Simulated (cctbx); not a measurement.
## TlIn2I5 with cctbx, script by script

Library: cctbx 2025.11. The data are simulated by the first script.

## 1. Simulate the data

run.py:

```python
from cctbx import adptbx, crystal, miller, sgtbx, xray
from cctbx.array_family import flex
from iotbx.shelx import hklf
from scitbx import matrix
import scitbx.random

cs = crystal.symmetry(unit_cell=(8.992, 8.992, 15.916, 90, 90, 90), space_group_symbol='Hall: -I 4 2c')  # I4/mcm
atoms = [  # label, site, U (iso, or U11 U22 U33 U12 U13 U23 in A^2), occupancy
    ("Tl1", (0.5, 0.5, 0.25), (0.0044, 0.0044, 0.0047, 0.0000, -0.0000, 0.0000), 1),
    ("I1", (0.8399, 0.3399, 0.3632), (0.0028, 0.0028, 0.0024, 0.0003, -0.0000, -0.0000), 1),
    ("I2", (0.5, 0.5, 0), (0.0040, 0.0040, 0.0041, 0.0000, 0.0000, 0.0000), 1),
    ("In1", (0.8182, 0.3182, 0), (0.0039, 0.0039, 0.0040, -0.0000, 0.0000, 0.0000), 1),
]
xs = xray.structure(crystal_symmetry=cs)
for label, site, u, occ in atoms:
    u = adptbx.u_cif_as_u_star(cs.unit_cell(), u) if isinstance(u, tuple) else u
    xs.add_scatterer(xray.scatterer(label, site=site, u=u, occupancy=occ))
xs.set_inelastic_form_factors(0.56087, "sasaki")
xs.show_summary()
p1 = xs.expand_to_p1()
ms = miller.build_set(p1, anomalous_flag=True, d_min=1.1)
flex.set_random_seed(468875)
scitbx.random.set_random_seed(468875)
ms = ms.select(flex.random_double(ms.size()) < 0.7)
i = ms.structure_factors_from_scatterers(p1, algorithm="direct").f_calc().as_intensity_array().data()
i = i * 70000 / flex.max(i)
sig = flex.sqrt(i + flex.pow2(0.02 * i) + 2 ** 2)
noise = scitbx.random.variate(scitbx.random.normal_distribution())(i.size())
data = ms.array(data=i + sig * noise, sigmas=sig).set_observation_type_xray_intensity()
with open("data.hkl", "w") as f:
    data.export_as_shelx_hklf(f)
print("reflections written:", data.size(), " <I/sigma> = %.1f" % flex.mean(data.data() / data.sigmas()))
for h, a, b in list(data.sort("data"))[:12]:
    print("%4d%4d%4d %9.1f %7.1f" % (h + (a, b)))
```

```console
$ python run.py
```

```text
Number of scatterers: 4
At special positions: 4
Unit cell: (8.992, 8.992, 15.916, 90, 90, 90)
Space group: I 4/m c m (No. 140)
reflections written: 2843  <I/sigma> = 12.4
   0   0   8   69507.6  1424.8
   0   0  -8   68899.3  1424.8
   0   6   0   59575.5  1183.4
   6   0   0   58278.9  1183.4
  -6   0   0   56972.5  1183.4
  -1   3   0   44773.8   905.6
   1   3   0   44586.6   905.6
  -1  -3   0   44269.5   905.6
   3  -1   0   43963.2   905.6
   1  -3   0   42395.4   905.6
   3   1   0   41764.7   905.6
  -6   0   8   38377.5   771.2
```

Run time: 0.24 s on 1 thread of Arm Neoverse V2 (shared host), peak memory 0.07 GiB.

## 2. Refinement (right model)

run.py:

```python
import math
from cctbx import adptbx, crystal, maptbx, sgtbx, xray
from cctbx.array_family import flex
from cctbx.xray import observations
from iotbx.shelx import hklf
from scitbx.lstbx import normal_eqns_solving
from smtbx import absolute_structure, utils
from smtbx.refinement import constraints, least_squares

cs = crystal.symmetry(unit_cell=(8.992, 8.992, 15.916, 90, 90, 90), space_group_symbol='Hall: -I 4 2c')  # I4/mcm
atoms = [  # label, site, U (iso, or U11 U22 U33 U12 U13 U23 in A^2), occupancy
    ("Tl1", (0.5, 0.5, 0.25), 0.0200, 1),
    ("I1", (0.8416, 0.3416, 0.3633), 0.0200, 1),
    ("I2", (0.5, 0.5, 0), 0.0200, 1),
    ("In1", (0.8151, 0.3151, 0), 0.0200, 1),
]
xs = xray.structure(crystal_symmetry=cs)
for label, site, u, occ in atoms:
    u = adptbx.u_cif_as_u_star(cs.unit_cell(), u) if isinstance(u, tuple) else u
    xs.add_scatterer(xray.scatterer(label, site=site, u=u, occupancy=occ))
xs.set_inelastic_form_factors(0.56087, "sasaki")
raw = hklf.reader(file_name="data.hkl").as_miller_arrays(crystal_symmetry=cs, anomalous=True)[0]
merged = raw.eliminate_sys_absent().merge_equivalents()
fo2 = merged.array().set_observation_type_xray_intensity()
print("Rint %.3f, %d unique reflections to %.2f A" % (merged.r_int(), fo2.size(), fo2.d_min()))
for sc in xs.scatterers():
    sc.flags.set_grad_site(True)
    sc.flags.set_grad_u_aniso(sc.flags.use_u_aniso())
    sc.flags.set_grad_u_iso(sc.flags.use_u_iso())
obs = fo2.as_xray_observations()
extra = {}
rep = constraints.reparametrisation(xs, [], utils.connectivity_table(xs), **extra)
ls = least_squares.crystallographic_ls(obs, rep, weighting_scheme=least_squares.mainstream_shelx_weighting(a=0, b=0))
print("cycle     R1     wR2    GooF  max shift (A)")
for cycle in range(8):
    ls.build_up()
    r1, wr2, goof = ls.r1_factor(cutoff_factor=2)[0], ls.wR2(), ls.goof()
    old = xs.sites_cart()
    normal_eqns_solving.levenberg_marquardt_iterations(ls, n_max_iterations=3, tau=1e-06, step_threshold=1e-7)
    big = flex.max((xs.sites_cart() - old).norms())
    print("%4d %7.4f %7.4f %7.3f %9.5f" % (cycle + 1, r1, wr2, goof, big))
    ls.build_up(objective_only=True)
    if abs(ls.wR2() - wr2) < 5e-5 and big < 5e-4:
        break
ls.build_up()
print("final R1 %.4f wR2 %.4f GooF %.3f  parameters %d  data/parameter %.1f" % (ls.r1_factor(cutoff_factor=2)[0], ls.wR2(), ls.goof(), ls.n_parameters, fo2.size() / ls.n_parameters))
cov = ls.covariance_matrix_and_annotations()
su = dict(zip(cov.annotations, (math.sqrt(max(v, 0)) for v in cov.matrix.matrix_packed_u_diagonal())))
a2 = cs.unit_cell().reciprocal_parameters()[0] ** -2
print("atom        x        y        z      Ueq    occ   su(xyz)  su(Uiso or U11)")
for sc in xs.scatterers():
    s = max(su.get(sc.label + k, 0) for k in (".x", ".y", ".z"))
    npd = "" if sc.is_positive_definite_u(cs.unit_cell()) else "  NPD"
    print("%-5s %8.5f %8.5f %8.5f %8.4f %6.3f %8.5f %7.4f%s" % ((sc.label,) + sc.site + (sc.u_iso_or_equiv(cs.unit_cell()), sc.occupancy, s, su.get(sc.label + ".uiso", su.get(sc.label + ".u11", 0) * a2), npd)))
fo = fo2.f_sq_as_f()
fc = fo.structure_factors_from_scatterers(xs, algorithm="direct").f_calc()
diff = fo.f_obs_minus_f_calc(1 / math.sqrt(ls.scale_factor()), fc).average_bijvoet_mates()
m = diff.fft_map(symmetry_flags=maptbx.use_space_group_symmetry, resolution_factor=0.25).apply_volume_scaling()
print("difference map: max %.2f min %.2f rms %.2f" % (m.statistics().max(), m.statistics().min(), m.statistics().sigma()))
peaks = m.peak_search(parameters=maptbx.peak_search_parameters(min_distance_sym_equiv=0.6, max_clusters=6)).all()
near = xs.closest_distances(peaks.sites(), distance_cutoff=4)
sps = cs.special_position_settings(min_distance_sym_equiv=0.5)
for k, (x, h) in enumerate(zip(peaks.sites(), peaks.heights())):
    ss = sps.site_symmetry(x)
    print("Q%-3d %7.4f %7.4f %7.4f %4d %7.2f  %.2f A from %s" % ((k + 1,) + tuple(t % 1 for t in ss.exact_site()) + (ss.multiplicity(), h, near.smallest_distances[k], xs.scatterers()[near.i_seqs[k]].label)))
```

```console
$ python run.py
```

```text
Rint 0.018, 153 unique reflections to 1.10 A
cycle     R1     wR2    GooF  max shift (A)
   1  0.0814  0.2026  17.341   0.03947
   2  0.0046  0.0106   0.904   0.00000
final R1 0.0046 wR2 0.0106 GooF 0.904  parameters 7  data/parameter 21.9
atom        x        y        z      Ueq    occ   su(xyz)  su(Uiso or U11)
Tl1    0.50000  0.50000  0.25000   0.0044  1.000  0.00000  0.0001
I1     0.83989  0.33989  0.36320   0.0025  1.000  0.00001  0.0001
I2     0.50000  0.50000  0.00000   0.0039  1.000  0.00000  0.0001
In1    0.81820  0.31820  0.00000   0.0039  1.000  0.00002  0.0001
difference map: max 0.19 min -0.17 rms 0.04
Q1    0.0000  0.5000  0.1225    8    0.20  2.05 A from I1
Q2    0.0637  0.4363  0.0634   16    0.17  1.69 A from I1
Q3    0.1969  0.3031  0.2190   16    0.17  1.39 A from I1
Q4    0.1428  0.1389  0.1959   32    0.15  1.99 A from Tl1
Q5    0.0000  0.5000  0.5000    4    0.13  2.31 A from In1
Q6    0.1277  0.3723  0.0000    8    0.12  2.22 A from I1
```

Time: 0.36 s.

## 3. Simulate the data

run.py, as its changes from the last script of this kind:

```diff
@@ -21 +21 @@
-ms = miller.build_set(p1, anomalous_flag=True, d_min=1.1)
+ms = miller.build_set(p1, anomalous_flag=True, d_min=0.84)
```

```console
$ python run.py
```

```text
Number of scatterers: 4
At special positions: 4
Unit cell: (8.992, 8.992, 15.916, 90, 90, 90)
Space group: I 4/m c m (No. 140)
reflections written: 6392  <I/sigma> = 12.2
   0   0   8   70704.9  1424.8
   0   6   0   59167.2  1183.4
  -6   0   0   57697.2  1183.4
   6   0   0   56956.1  1183.4
   0  -6   0   56092.5  1183.4
  -1  -3   0   45282.6   905.6
  -3  -1   0   45053.0   905.6
   3   1   0   44548.6   905.6
   1   3   0   44194.9   905.6
   1  -3   0   43793.9   905.6
  -1   3   0   42373.4   905.6
   0  -6  -8   38386.5   771.2
```

Time: 0.26 s.

## 4. Refinement (right model)

run.py, as its changes from the last script of this kind:

```diff
@@ -13 +13 @@
-    ("I1", (0.8416, 0.3416, 0.3633), 0.0200, 1),
+    ("I1", (0.8401, 0.3401, 0.3637), 0.0200, 1),
@@ -15 +15 @@
-    ("In1", (0.8151, 0.3151, 0), 0.0200, 1),
+    ("In1", (0.818, 0.318, 0), 0.0200, 1),
@@ -21,0 +22 @@
+xs.convert_to_anisotropic()
```

```console
$ python run.py
```

```text
Rint 0.019, 329 unique reflections to 0.84 A
cycle     R1     wR2    GooF  max shift (A)
   1  0.1132  0.2502  21.416   0.00817
   2  0.0043  0.0102   0.873   0.00000
final R1 0.0043 wR2 0.0102 GooF 0.873  parameters 14  data/parameter 23.5
atom        x        y        z      Ueq    occ   su(xyz)  su(Uiso or U11)
Tl1    0.50000  0.50000  0.25000   0.0045  1.000  0.00000  0.0000
I1     0.83989  0.33989  0.36321   0.0027  1.000  0.00001  0.0000
I2     0.50000  0.50000  0.00000   0.0041  1.000  0.00000  0.0001
In1    0.81821  0.31821  0.00000   0.0040  1.000  0.00001  0.0001
difference map: max 0.26 min -0.33 rms 0.06
Q1    0.2493  0.2507  0.1271   16    0.26  1.14 A from I1
Q2    0.0000  0.1542  0.2500   16    0.24  1.39 A from Tl1
Q3    0.2174  0.2826  0.2717   16    0.21  2.13 A from I1
Q4    0.0628  0.4372  0.3605   16    0.19  2.19 A from I1
Q5    0.1729  0.1826  0.0000   16    0.18  1.31 A from In1
Q6    0.1297  0.3703  0.4147   16    0.18  1.51 A from In1
```

Time: 0.39 s.

## 5. Simulate the data

run.py, as its changes from the last script of this kind:

```diff
@@ -21 +21 @@
-ms = miller.build_set(p1, anomalous_flag=True, d_min=0.84)
+ms = miller.build_set(p1, anomalous_flag=True, d_min=0.6)
```

```console
$ python run.py
```

```text
Number of scatterers: 4
At special positions: 4
Unit cell: (8.992, 8.992, 15.916, 90, 90, 90)
Space group: I 4/m c m (No. 140)
reflections written: 17394  <I/sigma> = 10.9
   0   0  -8   70329.1  1424.8
  -6   0   0   58552.6  1183.4
   0  -6   0   58257.8  1183.4
   6   0   0   57697.1  1183.4
   1  -3   0   45175.7   905.6
   3  -1   0   44654.0   905.6
   3   1   0   44258.0   905.6
  -3   1   0   44078.0   905.6
  -1  -3   0   43925.6   905.6
   1   3   0   42145.6   905.6
  -6   0   8   39932.8   771.2
   6   0  -8   38427.0   771.2
```

Time: 0.31 s.

## 6. Refinement (right model)

run.py, as its changes from the last script of this kind:

```diff
@@ -13 +13 @@
-    ("I1", (0.8401, 0.3401, 0.3637), 0.0200, 1),
+    ("I1", (0.8407, 0.3407, 0.3639), 0.0200, 1),
@@ -15 +15 @@
-    ("In1", (0.818, 0.318, 0), 0.0200, 1),
+    ("In1", (0.8193, 0.3193, 0), 0.0200, 1),
```

```console
$ python run.py
```

```text
Rint 0.020, 865 unique reflections to 0.60 A
cycle     R1     wR2    GooF  max shift (A)
   1  0.2237  0.4562  35.793   0.01513
   2  0.0055  0.0123   0.964   0.00000
final R1 0.0055 wR2 0.0123 GooF 0.964  parameters 14  data/parameter 61.8
atom        x        y        z      Ueq    occ   su(xyz)  su(Uiso or U11)
Tl1    0.50000  0.50000  0.25000   0.0045  1.000  0.00000  0.0000
I1     0.83989  0.33989  0.36320   0.0027  1.000  0.00000  0.0000
I2     0.50000  0.50000  0.00000   0.0040  1.000  0.00000  0.0000
In1    0.81820  0.31820  0.00000   0.0039  1.000  0.00001  0.0000
difference map: max 0.39 min -0.40 rms 0.09
Q1    0.0751  0.4249  0.3412   16    0.42  2.28 A from I1
Q2    0.0000  0.5000  0.0656    8    0.33  2.33 A from I1
Q3    0.2331  0.2669  0.4092   16    0.33  1.54 A from I1
Q4    0.0060  0.2756  0.0281   32    0.31  1.79 A from In1
Q5    0.0277  0.3510  0.2673   32    0.30  2.28 A from I1
Q6    0.0545  0.3289  0.1095   32    0.30  1.05 A from I1
```

It took 0.42 s on 1 thread of Arm Neoverse V2 (shared host), peak memory 0.1 GiB.

[Logs are printed without paths, hosts, clocks, repeated set-up lines and the standing remarks that a program may print on its own settings, such as how far it seeks lower states.]
